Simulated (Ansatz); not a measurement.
# Sensitivity of the G0W0 gap of SnSe2 (P-3m1)

A base run on SnSe2 (P-3m1), then changed inputs.

Main program and level: Ansatz 0.2.0; G0W0 on PBE, plane waves, PAW; PAW set soft_1.

## (1) Starting point

It takes space group P-3m1 (No. 164, trigonal). Conventional cell: a = 3.811 Å, b = 3.811 Å, c = 6.136 Å, α = 90.00°, β = 90.00°, γ = 120.00°. Nearest to Sn lie 6 Se at 2.72 Å. Nearest to Se lie 3 Sn at 2.72 Å. Farther neighbours and most contacts between anions are not listed.

Coordinates:

```cif
data_structure
_symmetry_space_group_name_H-M 'P-3m1'
_symmetry_Int_Tables_number 164
_cell_length_a 3.8110
_cell_length_b 3.8110
_cell_length_c 6.1360
_cell_angle_alpha 90.000
_cell_angle_beta 90.000
_cell_angle_gamma 120.000
_cell_volume 77.18
loop_
_atom_site_label
_atom_site_type_symbol
_atom_site_symmetry_multiplicity
_atom_site_Wyckoff_symbol
_atom_site_fract_x
_atom_site_fract_y
_atom_site_fract_z
_atom_site_occupancy
Sn1 Sn 1 a 0.00000 0.00000 0.00000 1
Se1 Se 2 d 0.33333 0.66667 0.26144 1
```

Geometry: measured cell, ions relaxed with PBE. The runs that relaxed it are not among those shown.

## (2) The base run: 6×6×4 mesh, 175 empty bands, screening to 100 eV, PAW set soft_1 files

G0W0 replaces the xc potential by the self-energy, built once from these orbitals. Only a window of levels is corrected, while the sums run over the empty bands that the input names. This step takes PAW set soft_1 files.

input.yaml reads:

```yaml
crystal:
  lattice:
    - [3.811, 0.0, 0.0]
    - [-1.9055, 3.3004228138, 0.0]
    - [0.0, 0.0, 6.136]
  atoms:
    - { symbol: Sn, position: [0.0, 0.0, 0.0] }
    - { symbol: Se, position: [0.3333333333, 0.6666666667, 0.2614399677] }
    - { symbol: Se, position: [0.6666666667, 0.3333333333, 0.7385600323] }
kpoints:
  mp_grid: { grid: [6, 6, 4] }
hamiltonian:
  xc: pbe
  pseudopotentials: { kind: paw, azcp: { folder: soft_1 } }
scf:
  occupations: { method: fixed }
gw:
  n_empty_bands: 175
  ecut_chi: 100
  qp_bands: [v2, c2]
  qp_kpoints: band_edges
  screening: { model: contour_deformation }
```

The run is started by

```
ansatz run input.yaml --threads 2 --pin off --max-ram 92160MiB --backend cuda --events-out ev --progress --plain --runs-dir out --devices 1 --max-vram 13GiB
```

Numbers of over 12 decimals in the logs are rounded to 6 here.

The program printed:

```text
GPUs: using 1 of 1 available (devices: 1).
Engine: ansatz 0.2.0, x86_64-unknown-linux-gnu
Pseudopotentials: kind: paw
Pseudopotential: Sn, paw, valence charge 14, recommended cutoff 420 eV (normal), soft_1/Sn.paw.azcp
Pseudopotential: Se, paw, valence charge 16, recommended cutoff 420 eV (normal), soft_1/Se.paw.azcp
Functional definition: PBE
  parameter kappa = 0.804
  parameter beta = 0.066725
  exchange = pbe_x(kappa = kappa, mu = beta*pi^2/3)
  correlation = pbe_c(beta = beta)
device memory: the entry about to start is reckoned to put 0.9 GiB on a device that reports 53.0 GiB free (of which the cap on the GPU budget leaves the run 13.0 GiB)
GPU FFT provider: cuFFT
GPU libraries: cuBLAS 13.8.2, cuFFT 12.4.0, cuSOLVER 12.3.4
Crystal: 3 atoms, lattice volume = 77.178 Å³
Basis set: ecut = 420 eV, 1485 PW (Γ)
Bands: 28, of which v1, the nominal top of the filled ones, is band 23 counted from 1 (22 counted from 0)
Symmetry: 12 space group operations
Space group: P-3m1 (ITA 164), of the structure as read, at distance tolerance 4.3e-5 Å
k-points: 24 of 144
Non-local potential: Sn, projectors of the file, l = 0: 2, l = 1: 2, l = 2: 2, l = 3: 1
Non-local potential: Se, projectors of the file, l = 0: 2, l = 1: 2, l = 2: 3, l = 3: 1
PAW form: soft (Blöchl's): semilocal exchange-correlation on the pseudo side does not see the compensation charge
PAW one-centre angular grid: Sn, 590 points (default); XC on 64 Gauss nodes
PAW one-centre angular grid: Se, 590 points (default); XC on 64 Gauss nodes
Initial density: superposition of atomic densities (chi_scale 0.1, normalization cell, long waves kept (reshape's long-wave potential 0.10 eV rms))
Initial wavefunctions: pseudopotential atomic-orbital guess
GPU buffer pool allocated for 32805 grid points (all kernels)
GPU transforms: local potential and band sums: pruned to the plane-wave sphere, on 25×25×45
Functional: x = pbe(κ = 0.804, μ = 0.219515), c = pbe(β = 0.066725)
SCF iter   1: F=—  HF=-16963.819844 eV  |F-HF|=—  |Δ(HF+E_count)|=         —  Δρ=3.23e-2  dr2=1.66e0  ethr=3.10e-3  ⟨swp⟩=5.0  Hψ=2578  notcnv=0  defer=67
preconditioner: auto → Resta (q_TF=auto, 2.503 Å⁻¹)  ε∞=4.0  [insulator: Δε(μ)=0.558 eV  Ē_g=9.780 eV  n_scr=22 (ndim 8)  ℏωp=16.9 eV  f_vac=0.027  ε∞_Penn≈4.0]
SCF iter   2: F=—  HF=-16963.468601 eV  |F-HF|=—  |Δ(HF+E_count)|=   3.51e-1  Δρ=1.63e-2  dr2=2.35e-1  ethr=3.10e-3  ⟨swp⟩=2.0  Hψ=969  notcnv=0  defer=29
SCF iter   3: F=—  HF=-16963.418506 eV  |F-HF|=—  |Δ(HF+E_count)|=   5.01e-2  Δρ=5.34e-3  dr2=1.81e-2  ethr=5.11e-4  ⟨swp⟩=2.0  Hψ=809  notcnv=0  defer=67
SCF iter   4: F=—  HF=-16963.418566 eV  |F-HF|=—  |Δ(HF+E_count)|=   5.98e-5  Δρ=1.08e-3  dr2=1.38e-3  ethr=3.94e-5  ⟨swp⟩=2.0  Hψ=1246  notcnv=0  defer=69
[...]
E_xc         = -295.618973
  E_vxc        = -260.578555  (∫ρ·V_xc dr)
  E_paw        = -8631.685862  (= ΣΔE_a)
  E_vpaw       = -702.965635  (= ΣTr[D̂ρ^β])
  E_aug_tail   = -0.000477  (compensation charges beyond the density's cutoff)
  E_ewald      = -4724.188291
  E_smearing   = -0.000000  (= −TS)
  E_closure    = 0.000000  (closes the sum)
  Σ components = -16963.419068   (vs F -16963.419068, Δ=0.00e0)
--- Band table (eV; the first three rows and the last of 24) ---
  k-point 0: bands = [... 19 lower, 7.4043, 7.6111, 7.6111, 7.7880, 8.8794, 11.0728, 12.6065, 12.6065, ... 1 higher]
  k-point 1: bands = [... 19 lower, 7.3180, 7.3180, 7.7348, 7.7348, 9.8595, 11.0538, 12.4424, 12.4424, ... 1 higher]
  k-point 2: bands = [... 19 lower, 7.2669, 7.2669, 7.8248, 7.8248, 10.4989, 10.9428, 12.2884, 12.2884, ... 1 higher]
  k-point 23: bands = [... 19 lower, 3.7758, 4.2254, 7.5327, 7.5327, 10.1903, 12.2199, 12.2199, 13.7625, ... 1 higher]
--- G₀W₀: contour deformation, 7 samples at zero and on the imaginary axis and 2 off it, 144 q-points, 175 empty bands' worth ---
  eigenvalues of the whole cell's RPA ε∞ on this k-mesh (on a slab, of 1 + 4πα/V) = 11.0095, 14.4259, 14.4259; static W/v taken at q = 0 is 0.074322
  bands read: the sum over 198 bands ends inside a degenerate multiplet in 2 slots, whose members it reads at an even weight; the widest, k=0: bands 198 to 199 (counted from 1) at 1/2 each
  gw.qp_kpoints: band_edges: 19 of 24 stored k-points solved, in 1 pass; an edge of the gap read off the rows below is read off those points alone
    valence top: of the k-points left out ik 20 came nearest to being solved in a further pass, in band 23 (counted from 1, as in the quasiparticle table): it holds the edge there only if its correction is more favourable than any solved in that band by at least 0.506 eV; those differ by 0.059 eV
    conduction bottom: of the k-points left out ik 17 came nearest to being solved in a further pass, in band 24 (counted from 1, as in the quasiparticle table): it holds the edge there only if its correction is more favourable than any solved in that band by at least 0.709 eV; those differ by 0.154 eV
    ik  band        ε_KS         Σx   Σc(E_QP)       V_xc       Z   E_QP_lin       E_QP  E_QP is
     0    22      7.6111   -17.4925     1.7276   -15.4207  0.7220     7.2626     7.2670  root
     0    23      7.7880   -17.6626     1.7424   -15.5492  0.7310     7.4128     7.4170  root
     0    24      8.8794   -11.9369    -3.0539   -15.2112  0.7703     9.1005     9.0998  root
     0    25     11.0728    -8.1307    -3.9961   -12.2763  0.7749    11.2229    11.2224  root
     1    22      7.7348   -17.5248     1.6467   -15.5328  0.7266     7.3856     7.3896  root
     1    23      7.7348   -17.5248     1.6467   -15.5328  0.7266     7.3856     7.3896  root
     1    24      9.8595   -12.3035    -3.2124   -15.7335  0.7545    10.0782    10.0771  root
     1    25     11.0538    -8.4206    -4.0092   -12.5975  0.7731    11.2222    11.2216  root
[...]
23    22      7.5327   -17.3922     1.8078   -15.1997  0.7223     7.1420     7.1481  root
    23    23      7.5327   -17.3922     1.8078   -15.1997  0.7223     7.1420     7.1481  root
    23    24     10.1903   -11.9121    -3.7297   -15.8864  0.7154    10.4366    10.4348  root
    23    25     12.2199    -7.9741    -4.1580   -12.2840  0.7718    12.3720    12.3717  root
[key lines of the parts left out:]
SCF converged after 8 iterations
Free energy (F): -16963.419068 eV
Fermi energy:    7.889192 eV
```

Elapsed: 35 s, on 1 × NVIDIA H100 80GB HBM3 (shared by 6 runs) with 2 threads of AMD EPYC 7R13 (Zen 3), shared host; peak memory 1.3 GiB.

Reading the cycles: dr2 is the Hartree energy of the density residual (eV), the measure of convergence; HF is the Harris–Foulkes estimate of the energy, which meets the free energy F at convergence.

Numbers from this step:

```yaml
bands_summed: 198
rpa_eps_infinity_on_this_mesh_eigenvalues: 11.01, 14.43, 14.43
plane_waves_in_the_screening_matrix: 161
q_points_in_the_mesh: 144
g0w0_gap_on_the_mesh: 1.159 eV
k_of_the_valence_top: 0, 0.1667, -0.25
k_of_the_conduction_bottom: 0, -0.5, -0.5
starting_gap_on_the_mesh: 0.7024 eV
z_at_the_valence_top: 0.7297
z_at_the_conduction_bottom: 0.7531
least_direct_g0w0_gap_on_the_computed_points: 1.683 eV
```

The gap on the mesh goes from 0.70 eV to 1.16 eV, a correction of +0.46 eV. Between the two edge states, bare exchange in place of the xc potential would open the gap by 4.81 eV, and correlation takes back 4.35 eV.

## (3) Variant: potentials

Other atomic data (norm-conserving) test the pseudisation: the cutoff goes from 420 to 1170.09 eV, with the same valence electrons.

This step: G0W0 on PBE, plane waves, norm-conserving pseudopotentials.

Edit input.yaml of step 2 so:

```diff
@@ -13,3 +13,3 @@
   xc: pbe
-  pseudopotentials: { kind: paw, azcp: { folder: soft_1 } }
+  pseudopotentials: { kind: nc }
 scf:
```

The program printed:

```text
GPUs: using 1 of 1 available (devices: 1).
[...]
GPU FFT provider: cuFFT
GPU libraries: cuBLAS 13.8.2, cuFFT 12.4.0, cuSOLVER 12.3.4
Crystal: 3 atoms, lattice volume = 77.178 Å³
Basis set: ecut = 1170.089609 eV, 7055 PW (Γ)
Bands: 28, of which v1, the nominal top of the filled ones, is band 23 counted from 1 (22 counted from 0)
[... 1 set-up line as in the run before ...]
[...]
k-points: 24 of 144
[...]
GPU buffer pool allocated for 145800 grid points (all kernels)
[...]
SCF iter   1: F=—  HF=-8807.390325 eV  |F-HF|=—  |Δ(HF+E_count)|=         —  Δρ=3.61e-2  dr2=1.95e0  ethr=3.10e-3  ⟨swp⟩=7.2  Hψ=2862  notcnv=0  defer=67
[...]
SCF iter   8: F=-8806.911292 eV  HF=-8806.911292 eV  |F-HF|=4.32e-8  |Δ(HF+E_count)|=   5.98e-7  Δρ=5.75e-6  dr2=3.25e-8  ethr=2.17e-10  ⟨swp⟩=20.8  Hψ=5119  notcnv=0
SCF 1 converged in 8 iterations: F = -8806.911292 eV  dr2 = 3.25e-8
[...]
0    22      8.2662   -17.4876     1.7407   -15.4169  0.7218     7.9321     7.9362  root
     0    23      8.4535   -17.6476     1.7494   -15.5463  0.7308     8.0978     8.1016  root
     0    24      9.5231   -11.9543    -3.0394   -15.2213  0.7701     9.7515     9.7507  root
     0    25     11.7238    -8.1302    -3.9954   -12.2844  0.7748    11.8832    11.8826  root
     1    22      8.3898   -17.5199     1.6597   -15.5295  0.7264     8.0555     8.0591  root
     1    23      8.3898   -17.5199     1.6597   -15.5295  0.7264     8.0555     8.0591  root
     1    24     10.5091   -12.3223    -3.1972   -15.7468  0.7541    10.7377    10.7364  root
     1    25     11.7050    -8.4177    -4.0084   -12.6025  0.7729    11.8821    11.8814  root
[...]
23    22      8.1924   -17.3827     1.8188   -15.1947  0.7221     7.8174     7.8234  root
    23    23      8.1924   -17.3827     1.8188   -15.1947  0.7221     7.8174     7.8234  root
    23    24     10.8427   -11.9186    -3.7234   -15.8982  0.7151    11.1009    11.0989  root
    23    25     12.8695    -7.9745    -4.1573   -12.2942  0.7715    13.0323    13.0320  root
[key lines of the parts left out:]
SCF converged after 8 iterations
Free energy (F): -8806.911292 eV
Fermi energy:    8.544007 eV
```

Run time: 49 s. Hardware: 1 × NVIDIA H100 80GB HBM3 (shared by 6 runs) with 2 threads; peak memory 1.8 GiB; 72 s of CPU time.

The G0W0 gap on the mesh is 1.149 eV.

Against the base:

| setting | base | variant |
| --- | --- | --- |
| files | PAW set soft_1 | norm-conserving |

| quantity | variant | base |
| --- | --- | --- |
| starting gap on the mesh | 0.702 | 0.702 |
| G0W0 gap on the mesh | 1.149 | 1.159 |
| least direct G0W0 gap on the computed points | 1.649 | 1.683 |
| Z at the valence top | 0.729 | 0.730 |
| Z at the conduction bottom | 0.753 | 0.753 |

## (4) Variant: potentials

This step: G0W0 on PBE, plane waves, PAW.

Edit input.yaml of step 3 so:

```diff
@@ -13,3 +13,3 @@
   xc: pbe
-  pseudopotentials: { kind: nc }
+  pseudopotentials: { kind: paw, source: ansatz }
 scf:
```

The program printed:

```text
GPUs: using 1 of 1 available (devices: 1).
[...]
GPU FFT provider: cuFFT
GPU libraries: cuBLAS 13.8.2, cuFFT 12.4.0, cuSOLVER 12.3.4
Crystal: 3 atoms, lattice volume = 77.178 Å³
Basis set: ecut = 640 eV, 2827 PW (Γ)
Bands: 33, of which v1, the nominal top of the filled ones, is band 27 counted from 1 (26 counted from 0)
[... 1 set-up line as in the run before ...]
[...]
k-points: 24 of 144
[...]
GPU buffer pool allocated for 55296 grid points (all kernels)
[...]
SCF iter   1: F=—  HF=-20665.461128 eV  |F-HF|=—  |Δ(HF+E_count)|=         —  Δρ=4.73e-2  dr2=3.79e0  ethr=3.10e-3  ⟨swp⟩=4.7  Hψ=2590  notcnv=0  defer=88
[...]
SCF iter   9: F=-20664.481061 eV  HF=-20664.481061 eV  |F-HF|=9.82e-9  |Δ(HF+E_count)|=   2.65e-7  Δρ=2.37e-6  dr2=6.15e-9  ethr=1.85e-10  ⟨swp⟩=4.1  Hψ=2046  notcnv=0
SCF 1 converged in 9 iterations: F = -20664.481061 eV  dr2 = 6.15e-9
[...]
0    26      9.0918   -17.4848     1.7297   -15.4120  0.7221     8.7443     8.7487  root
     0    27      9.2673   -17.6597     1.7391   -15.5465  0.7311     8.8889     8.8932  root
     0    28     10.3639   -11.9261    -3.0569   -15.2002  0.7702    10.5819    10.5811  root
     0    29     12.5543    -8.1212    -4.0030   -12.2691  0.7748    12.6997    12.6993  root
     1    26      9.2156   -17.5174     1.6487   -15.5244  0.7267     8.8673     8.8712  root
     1    27      9.2156   -17.5174     1.6487   -15.5244  0.7267     8.8673     8.8712  root
     1    28     11.3430   -12.2925    -3.2155   -15.7227  0.7544    11.5588    11.5577  root
     1    29     12.5354    -8.4113    -4.0155   -12.5897  0.7729    12.6988    12.6983  root
[...]
23    26      9.0129   -17.3857     1.8087   -15.1926  0.7224     8.6224     8.6285  root
    23    27      9.0129   -17.3857     1.8087   -15.1926  0.7224     8.6224     8.6285  root
    23    28     11.6724   -11.9093    -3.7323   -15.8833  0.7142    11.9159    11.9141  root
    23    29     13.7013    -7.9663    -4.1622   -12.2768  0.7709    13.8502    13.8496  root
[key lines of the parts left out:]
SCF converged after 9 iterations
Free energy (F): -20664.481061 eV
Fermi energy:    9.369874 eV
```

It took 36 s on 1 × NVIDIA H100 80GB HBM3 (shared by 6 runs) with 2 threads; peak memory 1.5 GiB; 57 s of CPU time.

The G0W0 gap on the mesh is 1.158 eV.

Against the base:

| setting | base | variant |
| --- | --- | --- |
| files | PAW set soft_1 | hard PAW |

| quantity | variant | base |
| --- | --- | --- |
| starting gap on the mesh | 0.703 | 0.702 |
| G0W0 gap on the mesh | 1.158 | 1.159 |
| least direct G0W0 gap on the computed points | 1.685 | 1.683 |
| Z at the valence top | 0.730 | 0.730 |
| Z at the conduction bottom | 0.753 | 0.753 |

## (5) Variant: frequency model

A plasmon pole stands in for the full frequency dependence of the screening; this run shows what that costs in accuracy.

This step: G0W0 on PBE, plane waves, PAW; PAW set soft_1.

Edit input.yaml of step 4 so:

```diff
@@ -13,3 +13,3 @@
   xc: pbe
-  pseudopotentials: { kind: paw, source: ansatz }
+  pseudopotentials: { kind: paw, azcp: { folder: soft_1 } }
 scf:
@@ -21,2 +21,2 @@
   qp_kpoints: band_edges
-  screening: { model: contour_deformation }
+  screening: { model: godby_needs }
```

The program printed:

```text
GPUs: using 1 of 1 available (devices: 1).
[...]
GPU FFT provider: cuFFT
GPU libraries: cuBLAS 13.8.2, cuFFT 12.4.0, cuSOLVER 12.3.4
Crystal: 3 atoms, lattice volume = 77.178 Å³
Basis set: ecut = 420 eV, 1485 PW (Γ)
Bands: 28, of which v1, the nominal top of the filled ones, is band 23 counted from 1 (22 counted from 0)
[... 1 set-up line as in the run before ...]
[...]
k-points: 24 of 144
[...]
GPU buffer pool allocated for 32805 grid points (all kernels)
[...]
SCF iter   1: F=—  HF=-16963.819844 eV  |F-HF|=—  |Δ(HF+E_count)|=         —  Δρ=3.23e-2  dr2=1.66e0  ethr=3.10e-3  ⟨swp⟩=5.0  Hψ=2578  notcnv=0  defer=67
[...]
SCF iter   8: F=-16963.419068 eV  HF=-16963.419068 eV  |F-HF|=1.94e-7  |Δ(HF+E_count)|=   4.23e-6  Δρ=7.68e-6  dr2=8.43e-8  ethr=2.17e-10  ⟨swp⟩=7.8  Hψ=3157  notcnv=0
SCF 1 converged in 8 iterations: F = -16963.419068 eV  dr2 = 8.43e-8
[...]
0    22      7.6111   -17.4925     1.7043   -15.4207  0.7785     7.2428     7.2436  root
     0    23      7.7880   -17.6626     1.7346   -15.5492  0.7806     7.4084     7.4093  root
     0    24      8.8794   -11.9369    -2.9988   -15.2112  0.8012     9.1552     9.1548  root
     0    25     11.0728    -8.1307    -4.0149   -12.2763  0.8016    11.2034    11.2036  root
     1    22      7.7348   -17.5248     1.6312   -15.5328  0.7796     7.3733     7.3740  root
     1    23      7.7348   -17.5248     1.6312   -15.5328  0.7796     7.3733     7.3740  root
     1    24      9.8595   -12.3035    -3.1364   -15.7335  0.7954    10.1534    10.1531  root
     1    25     11.0538    -8.4206    -4.0184   -12.5975  0.8048    11.2132    11.2124  root
[...]
23    22      7.5327   -17.3922     1.7803   -15.1997  0.7788     7.1195     7.1205  root
    23    23      7.5327   -17.3922     1.7803   -15.1997  0.7788     7.1195     7.1205  root
    23    24     10.1903   -11.9121    -3.6064   -15.8864  0.7852    10.5590    10.5581  root
    23    25     12.2199    -7.9741    -4.1812   -12.2840  0.8061    12.3489    12.3485  root
[key lines of the parts left out:]
SCF converged after 8 iterations
Free energy (F): -16963.419068 eV
Fermi energy:    7.889192 eV
```

Wall time 63 s (1 × NVIDIA H100 80GB HBM3 (shared by 6 runs) with 2 threads); peak memory 1.6 GiB.

The G0W0 gap on the mesh is 1.202 eV.

Against the base:

| setting | base | variant |
| --- | --- | --- |
| frequency model | contour deformation | plasmon pole |

| quantity | variant | base |
| --- | --- | --- |
| starting gap on the mesh | 0.702 | 0.702 |
| G0W0 gap on the mesh | 1.202 | 1.159 |
| least direct G0W0 gap on the computed points | 1.746 | 1.683 |
| Z at the valence top | 0.780 | 0.730 |
| Z at the conduction bottom | 0.794 | 0.753 |

## (6) Summary of results

| Quantity | Value |
| --- | --- |
| base | 1.16 eV, 35 s |
| potentials | 1.15 eV, 49 s |
| potentials | 1.16 eV, 36 s |
| frequency model | 1.20 eV, 63 s |

Potentials: the gap moves by −0.01 eV (the plane-wave cutoff goes from 420 to 1170.09 eV). Potentials: the gap moves by −0.0002 eV (the plane-wave cutoff goes from 420 to 640 eV). Frequency model: the gap moves by +0.04 eV. All runs here use a coarse mesh and modest cutoffs; they test settings and are not final values. The 6×6×4 mesh is coarse for this cell (its supercell is 23 Å along the shortest edge). The RPA ε∞ on it, from the PBE start, is 11.01 and 14.43; such meshes misread the long-range screening, most where the gap is narrow. The many-body steps are scalar-relativistic: spin-orbit coupling is not in them.

[Paths, hosts, dates, memory and timing lines, banners, echoed tables and standing remarks are left out of the program output.]

[Logs are printed without paths, hosts, clocks, repeated set-up lines and the standing remarks that a program may print on its own settings, such as how far it seeks lower states.]

[Runs of the session that timed out or met a known fault of the program may be left out.]

[Cells called generated may have been cut or substituted from an entry of the Crystallography Open Database or the Materials Project.]

[Hosts, paths, dates, database ids (printed as entryN), source tags and the programs' standing remarks are cut or masked in the printed files.]
